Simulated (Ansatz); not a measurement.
# The potential step between two gates: 1T-PbF2 bilayer, AA

Two oppositely charged gates put a neutral stack in a displacement field D. The voltage between them is D/ε₀ times an electrical distance, shorter than the real one because the stack screens.

How it was computed: Ansatz 0.2.0, plane waves with PAW datasets (its set soft_2), PBE-D3(BJ); isolated slab, charged sheets 4 Å from the outer atoms behind model barriers, atoms held. Voltages count from the uncharged case.

```
  run  D/ε₀ (V/nm)  step in an electron's potential, upper less lower gate (eV)
run 1        0.000                                                        0.000
run 2        0.543                                                        0.497
run 3        1.086                                                        0.994
run 4        2.171                                                        1.988
run 5        4.343                                                            ?
```

Q: Estimate the withheld value from the rows shown.

A least-squares line through the 4 rows shown has slope 0.9157 and intercept −0.0002; no row lies more than 0.001 eV off it. The size of the slope, 0.916 nm, is the electrical distance; the sheets are 1.427 nm apart, and screening reaches beyond the outer atoms. At 4.343 it gives 0.9157 × 4.343 + (−0.0002) = 3.977 eV, beyond the rows fitted. Rounding and scatter of the rows alone allow about ±0.003 eV there.

The run itself gives 3.975 eV: a miss of −0.002 eV, or 0.1 % of the value. Screening stays linear to within 1 % over this range.

**Limits.** The gates are model sheets, not atoms. Spin-orbit coupling is left out, which changes the bands of elements this heavy.

[Logs are printed without paths, hosts, clocks, repeated set-up lines and the standing remarks that a program may print on its own settings, such as how far it seeks lower states.]
